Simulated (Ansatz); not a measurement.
# LiCN (Pnma) (72 atoms): repeated cells from small to large, part 2 of 2

Wanted: cost and convergence against size for LiCN (Pnma) (72 atoms).

Ansatz 0.2.0; Kohn-Sham DFT, PBE, PAW (set soft_2), plane waves.

So far. Step 7 (Plane waves, 864 atoms): The energy lies 0.0203 meV/atom below the dense-mesh reference. Step 8 (Support functions, 864 atoms): The energy lies 3.48 meV/atom below the dense-mesh reference, and 3.5 meV/atom below plane waves of the same size, an offset between the two bases that leaves the sampling error alike.

## 9. Support functions, 2592 atoms

Level of this step: Kohn-Sham DFT, PBE, PAW (set soft_2), localised support functions (medium) (Ansatz).

The repeated cell is solved at Γ in support functions.

Contents of input.yaml:

```yaml
crystal:
  lattice:
    - [8.73, 0.0, 0.0]
    - [0.0, 11.19, 0.0]
    - [0.0, 0.0, 13.04]
  atoms:
    [... the 72 atom lines of step 2 ...]
  supercell: [4, 3, 3]
kpoints:
  mp_grid: { grid: [1, 1, 1] }
hamiltonian:
  xc: pbe
scf:
  occupations: { method: fermi_dirac, width: 0.025 }
  eigensolver: { kind: { support_functions: { accuracy: medium } } }
  max_iter: 150
output:
  forces: true
```

On the command line:

```
> ansatz run input.yaml --threads 32 --pin off --max-ram 143360MiB --backend cuda --events-out ev --progress --plain --runs-dir out
```

Numbers of over 12 decimals in the logs are rounded to 6 here.

What it wrote:

```text
[...]
GPU FFT provider: cuFFT
GPU libraries: cuBLAS 13.8.1, cuFFT 12.4.0, cuSOLVER 12.3.2
[...]
Crystal: 2592 atoms, lattice volume = 45858.983 Å³
Basis set: ecut = 420 eV, 896095 PW (Γ), exchange–correlation on 480×450×540 points (8 copies of the dense FFT grid, shifted against one another)
Bands: 6048, of which v1, the nominal top of the filled ones, is band 5184 counted from 1 (5183 counted from 0)
Symmetry: 1 space group operations
k-points: 1
[...]
GPU buffer pool allocated for 14580000 grid points (all kernels)
[...]
SCF iter   1: F=—  HF=-725999.319635 eV  |F-HF|=—  |Δ(HF+E_count)|=         —  Δρ=7.78e-2  dr2=2.59e3  ethr=1.00e-1
[...]
SCF iter  16: F=—  HF=-725770.300009 eV  |F-HF|=—  |Δ(HF+E_count)|=   5.00e-3  Δρ=3.91e-6  dr2=1.06e-5  ethr=3.56e-10  κ⁻¹=2.2e-4(r=7)
SCF iter  17: F=-725770.300012 eV  HF=-725770.300011 eV  |F-HF|=1.29e-6  |Δ(HF+E_count)|=   2.08e-6  Δρ=1.55e-6  dr2=1.95e-6  ethr=1.02e-10
SCF 1 converged in 17 iterations: F = -725770.381522 eV  dr2 = 1.95e-6
[...]
SCF converged after 17 iterations
[...]
Free energy (F): -725770.381522 eV
[...]
Internal energy: -725770.381522 eV  (E = F + TS)
E sigma→0 (E₀):  -725770.381522 eV
Fermi energy:    0.311911 eV
[...]
Σ components = -725770.381522   (vs F -725770.381522, Δ=0.00e0)
--- Forces (eV/Å), atoms counted from 1 ---
  atom   1  Li    -0.09252584     0.02112608     0.05772461
  atom   2  Li     0.04648158     0.00471325     0.14640404
  atom   3  Li    -0.50720782     0.04119920    -0.09166655
  atom   4  Li     0.28492311    -0.03597277    -0.18965187
  atom   5  C      2.89154062     0.04359677     2.17000058
  atom   6  C     -8.98593526     1.46909116     8.90354004
  [... forces on the other 2586 atoms ...]
  max |Σ_I F_I| component: 6.23e-2 eV/Å
--- Band table (eV) ---
[... left out ...]
[...]
```

Wall time 49 s (1 × NVIDIA GB200 with 32 threads of Arm Neoverse V2, shared host); peak memory 8.2 GiB.

That memory is the host's; the program planned up to 56.8 GiB on the GPU.

The program repeats the typed cell 4×3×3 times, 2592 atoms in all; totals in the log are those of the whole repeated cell, and force differences are taken after averaging over the copies of each atom.

The energy lies 3.50 meV/atom below the dense-mesh reference.

## 10. Support functions, 6912 atoms

The repeated cell is solved at Γ in support functions.

input.yaml: that of step 9 with these lines changed.

```diff
@@ -7,3 +7,3 @@
     [... the 72 atom lines of step 2 ...]
-  supercell: [4, 3, 3]
+  supercell: [6, 4, 4]
 kpoints:
```

What it wrote:

```text
[...]
GPU FFT provider: cuFFT
GPU libraries: cuBLAS 13.8.1, cuFFT 12.4.0, cuSOLVER 12.3.2
[...]
Crystal: 6912 atoms, lattice volume = 122290.622 Å³
Basis set: ecut = 420 eV, 2390373 PW (Γ), exchange–correlation on 720×600×720 points (8 copies of the dense FFT grid, shifted against one another)
Bands: 16128, of which v1, the nominal top of the filled ones, is band 13824 counted from 1 (13823 counted from 0)
Symmetry: 1 space group operations
k-points: 1
[...]
GPU buffer pool allocated for 38880000 grid points (all kernels)
[...]
SCF iter   1: F=—  HF=-1935998.557221 eV  |F-HF|=—  |Δ(HF+E_count)|=         —  Δρ=7.78e-2  dr2=6.91e3  ethr=1.00e-1
[...]
SCF iter  16: F=—  HF=-1935387.351646 eV  |F-HF|=—  |Δ(HF+E_count)|=   1.32e-2  Δρ=4.01e-6  dr2=2.77e-5  ethr=3.75e-10  κ⁻¹=2.1e-4(r=7)
SCF iter  17: F=-1935387.363100 eV  HF=-1935387.363096 eV  |F-HF|=4.16e-6  |Δ(HF+E_count)|=   1.15e-2  Δρ=1.68e-6  dr2=5.40e-6  ethr=1.00e-10
SCF 1 converged in 17 iterations: F = -1935387.570066 eV  dr2 = 5.40e-6
[...]
SCF converged after 17 iterations
[...]
Free energy (F): -1935387.570066 eV
[...]
Internal energy: -1935387.570066 eV  (E = F + TS)
E sigma→0 (E₀):  -1935387.570066 eV
Fermi energy:    0.310397 eV
[...]
Σ components = -1935387.570066   (vs F -1935387.570066, Δ=0.00e0)
--- Forces (eV/Å), atoms counted from 1 ---
  atom   1  Li    -0.09251871     0.02116769     0.05767017
  atom   2  Li     0.04648856     0.00474033     0.14650265
  atom   3  Li    -0.50716940     0.04119618    -0.09164835
  atom   4  Li     0.28492652    -0.03597961    -0.18968153
  atom   5  C      2.89143100     0.04343240     2.16982512
  atom   6  C     -8.98603313     1.46914246     8.90316348
  [... forces on the other 6906 atoms ...]
  max |Σ_I F_I| component: 3.26e-2 eV/Å
--- Band table (eV) ---
[... left out ...]
[...]
```

It took 4.7 min on 1 × NVIDIA GB200 with 32 threads; peak memory 21 GiB; 7.1 min of CPU time.

That memory is the host's; the program planned up to 136 GiB on the GPU.

The program repeats the typed cell 6×4×4 times, 6912 atoms in all; totals in the log are those of the whole repeated cell, and force differences are taken after averaging over the copies of each atom.

The energy lies 3.48 meV/atom below the dense-mesh reference.

## 11. Scaling with size

Differences are against the typed cell on a 4×3×3 mesh, which samples like Γ on 2592 atoms (r.m.s. force component 5.82 eV/Å, gap 5.15 eV). Every repeated cell is solved at Γ, and forces are averaged over the copies of each atom. Hardware: 1 × NVIDIA GB200 with 32 threads of Arm Neoverse V2, shared host.

```tsv
atoms	repeats	basis	Δ force, r.m.s. (meV/Å)	Δ energy (meV/atom)	less plane waves of the same size (meV/atom)	gap (eV)	spread among copies (meV/Å)	SCF cycles	time	host memory (GiB)	planned on the GPU (GiB)
72	1×1×1	plane waves	5.58	-0.391	-	-	-	9	1.5 s	1.2	3.2
72	1×1×1	support functions	15.2	-3.84	-3.5	5.21	-	15	2.3 s	1.1	2.9
144	2×1×1	plane waves	1.22	0.105	-	-	0	10	1.8 s	1.5	5.5
144	2×1×1	support functions	14.3	-3.37	-3.5	5.18	0.043	15	3.4 s	1.3	4.8
864	3×2×2	plane waves	0.03	-0.0203	-	-	0	10	10 s	2.9	85
864	3×2×2	support functions	13.3	-3.48	-3.5	5.13	0.054	16	13 s	3.5	21
2592	4×3×3	support functions	13.3	-3.50	-	5.15	0.059	17	49 s	8.2	57
6912	6×4×4	support functions	13.3	-3.48	-	5.13	0.081	17	4.7 min	21	136
```

## 12. The reference in detail

With the settings judged, the reference run is read for its physics.

Length of the force by element:

```tsv
element	coordination	atoms	mean length of the force (eV/Å)	spread	least	most
C	all	24	7.80	9.60	0.319	40.3
Li	all	24	0.383	0.187	0.110	0.717
N	all	24	7.84	9.47	0.244	39.8
```

Löwdin charges by element (they lack the spilled electrons, 0.040 e an atom on average):

```tsv
element	coordination	atoms	mean charge (e)	spread	least	most
C	all	24	-0.143	0.0107	-0.162	-0.109
Li	all	24	0.682	0.0046	0.669	0.690
N	all	24	-0.418	0.0248	-0.456	-0.351
```

Density of states as counts of states in windows of 1 eV (from the Fermi level), total and some projections:

```tsv
from (eV)	to (eV)	total	N p	C p	C s	N s
-10	-8	0.0	0.0	0.0	0.0	0.0
-8	-7	11.6	6.1	0.4	2.0	2.2
-7	-6	29.7	15.2	1.8	5.0	6.5
-6	-5	24.2	13.7	6.9	1.2	1.8
-5	-4	63.5	37.2	23.3	0.8	0.4
-4	-3	47.8	15.9	19.0	8.5	0.7
-3	-2	15.2	2.8	6.3	4.4	0.4
-2	2	0.0	0.0	0.0	0.0	0.0
2	3	8.6	2.6	4.8	0.0	0.1
3	4	40.1	12.2	22.0	0.1	0.2
4	5	33.2	10.3	18.1	0.2	0.1
```

Between -26 and -10 eV lie 48 more states.

The stored curve holds about 240 of the 288 electrons; the rest, give or take the few that broadening carries across the Fermi level, lie in deeper levels below its range.

Not all projections were asked for or kept, so they needn't add up to the total.

The levels nearest the highest filled one (over half full), pooled over k-points and spins:

```tsv
level less the highest filled one (eV)	occupation
-0.0096	2
-4.0e-4	2
-4.0e-4	2
0	2
0	2
0	2
5.15	0
5.15	0
5.15	0
5.17	0
5.17	0
5.17	0
```

Mean Löwdin charges: C -0.14, Li +0.68, N -0.42 e (they miss 1.0 % of the electrons, so they add up to more than the cell's charge). The largest share in the top eV of filled states is C p (42 % of the projected weight), and in the lowest eV of empty states C p (63 % of the projected weight).

## 13. Outcome

- free energy per atom: -280.0005 eV/atom
- density: 1.031 g/cm³
- pressure: 6.143 GPa
- r.m.s. force component: 5.815 eV/Å
- gap (highest filled to lowest empty level): 5.146 eV
- wall time of the 9 DFT runs: 6.1 min

**Reading.** Repeating the cell at Γ samples more k-points: in plane waves the energy difference from the dense mesh goes from -0.391 meV/atom at 72 atoms to -0.0203 at 864, and the force difference from 5.6 to 0.03 meV/Å. With plane waves, the time grows as the 1.0 power of the atom count between the two largest sizes, 144 and 864 atoms. The smaller run is short enough for fixed overheads to flatten this slope. With support functions, the time grows as the 1.8 power of the atom count between the two largest sizes, 2592 and 6912 atoms. At equal size the support functions lie 3.5 meV/atom below plane waves, likely because their grid holds more waves than 420 eV; no run tests this. Support functions take 1.6 times the time of plane waves at 72 atoms and 1.2 times at 864, so no crossover is reached among the sizes that both ran. Each time is a single run, so ratios and crossover are rough. The bases also began from different starting densities. At the largest size the support functions' forces differ from the reference by 0.23 % of the r.m.s. force, which holds the difference of sampling between the two as well as that of the basis.

Between filled and empty levels lie 5.15 eV (on the run's k-points); a semilocal functional tends to put such gaps too low.

Caveats: The geometry starts from published positions, was displaced at random and isn't relaxed at this level: its force components are 5.8 eV/Å r.m.s. The stress is far from hydrostatic: its diagonal is 10.9, 0.3, 7.2 GPa, compression counted positive. The published positions, changed by the recipe (random displacements or longer bonds to H), lie far from the minimum at this level of theory. The pressure of 6.1 GPa belongs to a cell and atoms that aren't relaxed at this level.

[Logs are printed without paths, hosts, clocks, repeated set-up lines and the standing remarks that a program may print on its own settings, such as how far it seeks lower states.]

[Hosts, paths, dates, database ids (printed as entryN), source tags and the programs' standing remarks are cut or masked in the printed files.]
